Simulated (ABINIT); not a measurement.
Planning a run of ABINIT 10.8.3 on TlIO3 (R3m). The input:

```
acell 3*1.0 Angstrom
rprim 
  3.150792580489 1.819110944506 2.655433585300
  -3.150792580489 1.819110944506 2.655433585300
  0.000000000000 -3.638221889012 2.655433585300
ntypat 3
znucl 81 53 8
natom 5
typat 1 2 3 3 3
xred 
  0.008750850000 0.008750850000 0.008750850000
  0.501867330000 0.501867330000 0.501867330000
  0.903287650000 0.461897090000 0.461897090000
  0.461897090000 0.903287650000 0.461897090000
  0.461897090000 0.461897090000 0.903287650000
pp_dirpath "pseudos"
pseudos "Tl.upf, I.upf, O.upf"
ecut 42
ngkpt 2 2 2
nshiftk 1
shiftk 0 0 0
kptopt 1
chksymbreak 0
istwfk *1
occopt 1
irdwfk 1
optdriver 4
nband 88
gwcalctyp 10
ecutsigx 42
symsigma 1
nkptgw 4
kptgw 
  0.0000000000 0.0000000000 0.0000000000
  0.5000000000 0.0000000000 0.0000000000
  0.5000000000 0.5000000000 0.0000000000
  0.5000000000 0.5000000000 0.5000000000
bdgw 
  13 38
  13 38
  13 38
  13 38
ecuteps 3.9
irdscr 1
ppmodel 1
irdqps 1
indata_prefix "in"
outdata_prefix "out"
tmpdata_prefix "tmp"
```

```sh
OMP_NUM_THREADS=1 mpirun -n 8 abinit run.abi > log
```

Q: How long will it take on 8 MPI ranks of Arm Neoverse V2, shared host, and how much memory?

It took 23 s; on shared hardware allow 11 s to 45 s. Peak host memory was 3.0 GiB.

[Paths, hosts, dates, memory and timing lines, banners, echoed tables and standing remarks are left out of the program output.]

[Logs are printed without paths, hosts, clocks, repeated set-up lines and the standing remarks that a program may print on its own settings, such as how far it seeks lower states.]

[Runs of the session that timed out or met a known fault of the program may be left out.]

[Hosts, paths, dates, database ids (printed as entryN), source tags and the programs' standing remarks are cut or masked in the printed files.]

[G0W0 gaps are taken among the corrected bands and points alone; a level outside them can change the order at an edge.]

[Where Ansatz stands beside ABINIT at settings called matched, ABINIT's density can come from a denser mesh and the files from another edition; pairs whose starting gaps differed by over 0.03 eV were left out, so agreement reads better than it is.]
